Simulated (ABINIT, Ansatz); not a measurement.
## Quasiparticle gap of TiO2 (Rutile) in ABINIT

Aim: the G0W0 gap of TiO2 (Rutile) on PBE, step by step.

Calculated with ABINIT 10.8.3; PBE and many-body steps on it, plane waves.

**Experimental background.**

- Gap 3.05 eV: band gap; bulk crystal (literature experimental value) (quoted in “Hydrogen related defects in titanium dioxide at the interface to palladium”, 2021, arxiv:2112.05953).

- Gap 3.28 eV: optical bandgap after anatase to rutile transformation; spectroscopic ellipsometry; film (polycrystalline sol-gel film on Si(100), annealed at high temperature below 800 °C) (“Photocatalytic Performance of Sol-Gel Prepared TiO2 Thin Films Annealed at Various Temperatures”, 2023, pmc:10419699).

- Gap 3.09 ± 0.06 eV: optical gap from Tauc plot assuming indirect allowed transition; UV/vis diffuse reflectance, Kubelka-Munk and Tauc analysis; film (30 nm ALD shell on quartz particles, grown at 200 C, annealed in air at 500 C; rutile-rich with some anatase) on SiO2 (quartz particles) (“Defect-Mediated Crystallization of the Particulate TiO2 Photocatalyst Grown by Atomic Layer Deposition”, 2024, pmc:11726664).

- Gap 3.03 eV: experimental band gap, quoted; bulk crystal (quoted in “Polaron-induced phonon localization and stiffening in rutile TiO2”, 2016, arxiv:1612.05679).

Report form: the programs' logs are mostly left out.

### 1. The starting structure

Symmetry: P4_2/mnm, No. 136, tetragonal system. The conventional cell has a = 4.592 Å, b = 4.592 Å, c = 2.957 Å, α = 90.00°, β = 90.00°, γ = 90.00°. Nearest to Ti lie 6 O at 1.95 to 1.98 Å. O has 3 Ti at 1.95 to 1.98 Å nearest. Farther neighbours and most contacts between anions are not listed.

The cell and positions come from the Crystallography Open Database and are kept as given unless a step says otherwise.

### 2. Ground state

This step: ABINIT 10.8.3; DFT, PBE, plane waves, norm-conserving pseudopotentials.

The ground-state density comes first.

Contents of run.abi:

```
acell 3*1.0 Angstrom
rprim 
  4.592200000000 0.000000000000 0.000000000000
  0.000000000000 4.592200000000 0.000000000000
  0.000000000000 0.000000000000 2.957400000000
ntypat 2
znucl 22 8
natom 6
typat 1 1 2 2 2 2
xred 
  0.000000000000 0.000000000000 0.000000000000
  0.500000000000 0.500000000000 0.500000000000
  0.304960000000 0.304960000000 0.000000000000
  0.195040000000 0.804960000000 0.500000000000
  0.695040000000 0.695040000000 0.000000000000
  0.804960000000 0.195040000000 0.500000000000
pp_dirpath "pseudos"
pseudos "Ti.upf, O.upf"
ecut 38
ngkpt 4 4 8
nshiftk 1
shiftk 0 0 0
kptopt 1
chksymbreak 0
nband 31
occopt 1
tolvrs 1e-10
nstep 60
prtwf 0
optforces 0
optstress 0
indata_prefix "in"
outdata_prefix "out"
tmpdata_prefix "tmp"
```

Run with:

```console
$ OMP_NUM_THREADS=1 mpirun -n 16 abinit run.abi > log
```

The job ended after 34 s (16 MPI ranks of Arm Neoverse N1, shared host; peak memory 1.2 GiB).

This step gave:

```yaml
total_energy: -5039.8207 eV
gap: 1.917 eV
k_of_the_valence_top: 0, 0, 0
k_of_the_conduction_bottom: 0, 0, 0
least_direct_gap: 1.917 eV
```

The gap is direct, at Γ.

### 3. Bands along the symmetry lines

Levels along a band path, at the cheap level, show where the edges lie and whether the meshes to come will hold them.

Contents of run.abi:

```
acell 3*1.0 Angstrom
rprim 
  4.592200000000 0.000000000000 0.000000000000
  0.000000000000 4.592200000000 0.000000000000
  0.000000000000 0.000000000000 2.957400000000
ntypat 2
znucl 22 8
natom 6
typat 1 1 2 2 2 2
xred 
  0.000000000000 0.000000000000 0.000000000000
  0.500000000000 0.500000000000 0.500000000000
  0.304960000000 0.304960000000 0.000000000000
  0.195040000000 0.804960000000 0.500000000000
  0.695040000000 0.695040000000 0.000000000000
  0.804960000000 0.195040000000 0.500000000000
pp_dirpath "pseudos"
pseudos "Ti.upf, O.upf"
ecut 38
iscf -2
irdden 1
kptopt 0
nkpt 75
kpt 
  0.00000000 0.00000000 0.00000000
  0.00000000 0.06250000 0.00000000
  0.00000000 0.12500000 0.00000000
  0.00000000 0.18750000 0.00000000
  0.00000000 0.25000000 0.00000000
  0.00000000 0.31250000 0.00000000
  0.00000000 0.37500000 0.00000000
  0.00000000 0.43750000 0.00000000
  0.00000000 0.50000000 0.00000000
  0.06250000 0.50000000 0.00000000
  0.12500000 0.50000000 0.00000000
  0.18750000 0.50000000 0.00000000
  0.25000000 0.50000000 0.00000000
  0.31250000 0.50000000 0.00000000
  0.37500000 0.50000000 0.00000000
  0.43750000 0.50000000 0.00000000
  0.50000000 0.50000000 0.00000000
  0.43750000 0.43750000 0.00000000
  0.37500000 0.37500000 0.00000000
  0.31250000 0.31250000 0.00000000
  0.25000000 0.25000000 0.00000000
  0.18750000 0.18750000 0.00000000
  0.12500000 0.12500000 0.00000000
  0.06250000 0.06250000 0.00000000
  0.00000000 0.00000000 0.00000000
  0.00000000 0.00000000 0.06250000
  0.00000000 0.00000000 0.12500000
  0.00000000 0.00000000 0.18750000
  0.00000000 0.00000000 0.25000000
  0.00000000 0.00000000 0.31250000
  0.00000000 0.00000000 0.37500000
  0.00000000 0.00000000 0.43750000
  0.00000000 0.00000000 0.50000000
  0.00000000 0.06250000 0.50000000
  0.00000000 0.12500000 0.50000000
  0.00000000 0.18750000 0.50000000
  0.00000000 0.25000000 0.50000000
  0.00000000 0.31250000 0.50000000
  0.00000000 0.37500000 0.50000000
  0.00000000 0.43750000 0.50000000
  0.00000000 0.50000000 0.50000000
  0.06250000 0.50000000 0.50000000
  0.12500000 0.50000000 0.50000000
  0.18750000 0.50000000 0.50000000
  0.25000000 0.50000000 0.50000000
  0.31250000 0.50000000 0.50000000
  0.37500000 0.50000000 0.50000000
  0.43750000 0.50000000 0.50000000
  0.50000000 0.50000000 0.50000000
  0.43750000 0.43750000 0.50000000
  0.37500000 0.37500000 0.50000000
  0.31250000 0.31250000 0.50000000
  0.25000000 0.25000000 0.50000000
  0.18750000 0.18750000 0.50000000
  0.12500000 0.12500000 0.50000000
  0.06250000 0.06250000 0.50000000
  0.00000000 0.00000000 0.50000000
  0.00000000 0.50000000 0.00000000
  0.00000000 0.50000000 0.06250000
  0.00000000 0.50000000 0.12500000
  0.00000000 0.50000000 0.18750000
  0.00000000 0.50000000 0.25000000
  0.00000000 0.50000000 0.31250000
  0.00000000 0.50000000 0.37500000
  0.00000000 0.50000000 0.43750000
  0.00000000 0.50000000 0.50000000
  0.50000000 0.50000000 0.00000000
  0.50000000 0.50000000 0.06250000
  0.50000000 0.50000000 0.12500000
  0.50000000 0.50000000 0.18750000
  0.50000000 0.50000000 0.25000000
  0.50000000 0.50000000 0.31250000
  0.50000000 0.50000000 0.37500000
  0.50000000 0.50000000 0.43750000
  0.50000000 0.50000000 0.50000000
istwfk *1
nband 31
nbdbuf 2
tolwfr 1e-08
nstep 40
prtwf 0
prtvol 0
indata_prefix "in"
outdata_prefix "out"
tmpdata_prefix "tmp"
```

Run time: 45 s. Hardware: 16 MPI ranks; peak memory 1.2 GiB; 12 min of CPU time.

Numbers from this step:

- gap: 1.917 eV
- k of the valence top: 0, 0, 0
- k of the conduction bottom: 0, 0, 0
- least direct gap: 1.917 eV

The gap is 1.917 eV, as in the run before at this level.

Electronic bands along the path, in eV, zero at the top of the highest filled band:

```tsv
point	band 21	band 22	band 23	band 24	band 25	band 26	band 27	band 28
Γ	-0.71	-0.45	-0.45	0.00	1.92	2.22	2.45	2.55
halfway	-1.43	-1.07	-0.82	-0.23	2.21	2.54	2.77	2.84
X	-1.64	-1.64	-0.74	-0.74	2.59	2.59	3.06	3.06
halfway	-1.48	-1.48	-1.08	-1.08	2.32	2.32	2.81	2.81
M	-1.31	-1.31	-1.06	-1.06	1.96	1.96	2.57	2.57
halfway	-1.73	-1.15	-1.12	-0.40	1.99	2.56	2.63	3.07
Γ	-0.71	-0.45	-0.45	0.00	1.92	2.22	2.45	2.55
halfway	-1.78	-1.48	-1.48	-0.46	2.27	2.60	2.87	3.18
Z	-2.35	-2.35	-1.42	-1.42	3.01	3.01	3.21	3.21
halfway	-1.78	-1.78	-1.61	-1.61	2.49	2.49	3.23	3.23
R	-2.04	-2.04	-1.03	-1.03	1.95	1.95	3.24	3.24
halfway	-1.52	-1.52	-0.88	-0.88	2.21	2.21	3.25	3.25
A	-1.27	-1.27	-0.68	-0.68	2.63	2.63	3.26	3.26
halfway	-1.83	-1.56	-1.38	-1.18	2.14	2.81	3.23	3.24
Z	-2.35	-2.35	-1.42	-1.42	3.01	3.01	3.21	3.21
jump to X	-1.64	-1.64	-0.74	-0.74	2.59	2.59	3.06	3.06
halfway	-1.97	-1.97	-0.85	-0.85	2.60	2.60	3.23	3.23
R	-2.04	-2.04	-1.03	-1.03	1.95	1.95	3.24	3.24
jump to M	-1.31	-1.31	-1.06	-1.06	1.96	1.96	2.57	2.57
halfway	-1.78	-1.78	-1.36	-1.36	2.73	2.73	2.93	2.93
A	-1.27	-1.27	-0.68	-0.68	2.63	2.63	3.26	3.26
```

### 4. Empty states on the mesh, 4×4×4 mesh, 318 bands

The sums over transitions need many empty states on a uniform mesh; this step solves for them.

Contents of run.abi:

```
acell 3*1.0 Angstrom
rprim 
  4.592200000000 0.000000000000 0.000000000000
  0.000000000000 4.592200000000 0.000000000000
  0.000000000000 0.000000000000 2.957400000000
ntypat 2
znucl 22 8
natom 6
typat 1 1 2 2 2 2
xred 
  0.000000000000 0.000000000000 0.000000000000
  0.500000000000 0.500000000000 0.500000000000
  0.304960000000 0.304960000000 0.000000000000
  0.195040000000 0.804960000000 0.500000000000
  0.695040000000 0.695040000000 0.000000000000
  0.804960000000 0.195040000000 0.500000000000
pp_dirpath "pseudos"
pseudos "Ti.upf, O.upf"
ecut 38
ngkpt 4 4 4
nshiftk 1
shiftk 0 0 0
kptopt 1
chksymbreak 0
irdden 1
istwfk *1
nband 318
prtvol 0
optdriver 6
gwr_task "HDIAGO"
paral_kgb 0
occopt 1
indata_prefix "in"
outdata_prefix "out"
tmpdata_prefix "tmp"
```

It took 4.7 min on 16 MPI ranks; peak memory 20 GiB.

Numbers from this step:

| Item | Value |
| --- | --- |
| gap | 1.917 eV |
| k of the valence top | 0, 0, 0 |
| k of the conduction bottom | 0, 0, 0 |
| least direct gap | 1.917 eV |
| k points computed | 18 |
| lowest point of the top converged band, above the valence top | 146.1334 eV |

On this mesh the gap is 1.917 eV.

### 5. Screening, 4×4×4 mesh, 310 bands, screening to 217.7 eV

The RPA dielectric matrix is built and inverted for each q.

This step: RPA screening on PBE, plane waves, norm-conserving pseudopotentials.

Edit run.abi of step 4 so:

```diff
@@ -24,10 +24,11 @@
 chksymbreak 0
-irdden 1
 istwfk *1
-nband 318
-prtvol 0
-optdriver 6
-gwr_task "HDIAGO"
-paral_kgb 0
 occopt 1
+irdwfk 1
+optdriver 3
+nband 310
+ecuteps 8
+inclvkb 2
+awtr 1
+symchi 1
 indata_prefix "in"
```

Elapsed: 15 min, on 16 MPI ranks; peak memory 8.6 GiB; 4 h of CPU time.

Numbers from this step:

| Quantity | Value |
| --- | --- |
| ε∞ with local fields, on this mesh, along the program's q direction | 8.533 |
| the same without local fields | 8.977 |
| plasma frequency | 32.58 eV |
| plane waves in the screening matrix | 463 |

Local fields lower ε∞ by 5 %. On a Γ-centred mesh this coarse the value itself is usually too large, while a short band sum pulls it down.

### 6. Self-energy, 4×4×4 mesh, 310 bands, screening to 217.7 eV

The self-energy is evaluated for the states that the input lists, and the levels follow from it, in one-shot runs by the linearised quasiparticle equation.

This step: G0W0 on PBE, plane waves, norm-conserving pseudopotentials.

Edit run.abi of step 5 so:

```diff
@@ -27,8 +27,15 @@
 irdwfk 1
-optdriver 3
+optdriver 4
 nband 310
+gwcalctyp 0
+ecutsigx 38
+symsigma 1
+nkptgw 1
+kptgw 
+  0.0000000000 0.0000000000 0.0000000000
+bdgw 
+  22 26
 ecuteps 8
-inclvkb 2
-awtr 1
-symchi 1
+irdscr 1
+ppmodel 1
 indata_prefix "in"
```

Run time: 37 s. Hardware: 16 MPI ranks; peak memory 8.1 GiB.

This step gave:

```
G0W0 gap on the points computed              : 3.326 eV
starting gap on the mesh                     : 1.917 eV
k of the valence top                         : 0, 0, 0
k of the conduction bottom                   : 0, 0, 0
Z at the valence top                         : 0.76
Z at the conduction bottom                   : 0.776
least direct G0W0 gap on the computed points : 3.326 eV
```

The gap on the mesh goes from 1.92 eV to 3.33 eV, a correction of +1.41 eV.

Limits: finite bands, cutoff and mesh; coarse k mesh. v1 is the top filled band, c1 the lowest empty one. Levels before and after the correction, in eV, zero at the valence-band top of each column:

```tsv
	conduction bottom	valence top
Kohn-Sham	1.92	0.00
G0W0	3.33	0.00
```

```tsv
	level	energy (eV)
Kohn-Sham	Γ v3-v2	-0.452
Kohn-Sham	Γ v1	0.000
Kohn-Sham	Γ c1	1.917
Kohn-Sham	Γ c2	2.219
G0W0	Γ v3-v2	-0.479
G0W0	Γ v1	0.000
G0W0	Γ c1	3.326
G0W0	Γ c2	3.546
```

### 7. Where the time went

Times are wall times on 16 MPI ranks of Arm Neoverse N1, shared host, good to a factor of about two.

```tsv
step	time	share	memory (GiB)
ground state	34 s	3 %	1.2
bands along the symmetry lines	45 s	3 %	1.2
empty states on the mesh	4.7 min	22 %	20
screening	15 min	69 %	8.6
self-energy	37 s	3 %	8.1
```

### 8. Summary of results

```json
{"PBE gap": "1.92 eV, direct", "G0W0 gap on the mesh": "3.33 eV", "GW settings": "4×4×4 mesh, 310 bands, screening to 217.7 eV, Godby-Needs plasmon pole", "known limits": "not at the basis limit; coarse k mesh"}
```

G0W0 moves the gap on the mesh from 1.92 eV to 3.33 eV (+1.41 eV), with Z of 0.76 and 0.78 at the edges. Local fields lower the RPA ε∞ on this mesh from 8.98 to 8.53; a Γ-centred mesh this coarse tends to raise both, most where the direct gap is narrow, while a short band sum lowers them. Only 1 of the mesh's irreducible points was corrected, so a valley elsewhere could overtake. The dearest step here is «screening». Against experiment, by G0W0@PBE: the gap of 3.33 eV lies +0.28 eV from the measured 3.05 eV (kind not stated, quoted 2021); the gap of 3.33 eV lies +0.05 eV from the measured 3.28 eV (optical, 2023); the gap of 3.33 eV lies +0.24 eV from the measured 3.09 ± 0.06 eV (indirect, on SiO2 (quartz particles), 2024); the gap of 3.33 eV lies +0.30 eV from the measured 3.03 eV (kind not stated, quoted 2016). An exciton line or allowed optical edge lies below the quasiparticle gap by the binding energy; a forbidden edge can push the onset above it. The calculation has static nuclei and no excitons; a measured gap holds zero-point and thermal motion, which mostly lowers it. Bands and cutoff are finite, so the gap is not at the basis limit. The miss can reach some tenths of an eV and take either sign; the mesh is an error of its own. In the G0W0 run levels were corrected at 1 k point alone, so a gap called «on the mesh» is the least over those, and an edge elsewhere would be missed. The 4×4×4 mesh is coarse for this cell, which bears on the long-range parts of exchange and screening.

[Paths, hosts, dates, memory and timing lines, banners, echoed tables and standing remarks are left out of the program output.]

[Logs are printed without paths, hosts, clocks, repeated set-up lines and the standing remarks that a program may print on its own settings, such as how far it seeks lower states.]

[Runs of the session that timed out or met a known fault of the program may be left out.]

[Hosts, paths, dates, database ids (printed as entryN), source tags and the programs' standing remarks are cut or masked in the printed files.]

[G0W0 gaps are taken among the corrected bands and points alone; a level outside them can change the order at an edge.]

[Where Ansatz stands beside ABINIT at settings called matched, ABINIT's density can come from a denser mesh and the files from another edition; pairs whose starting gaps differed by over 0.03 eV were left out, so agreement reads better than it is.]
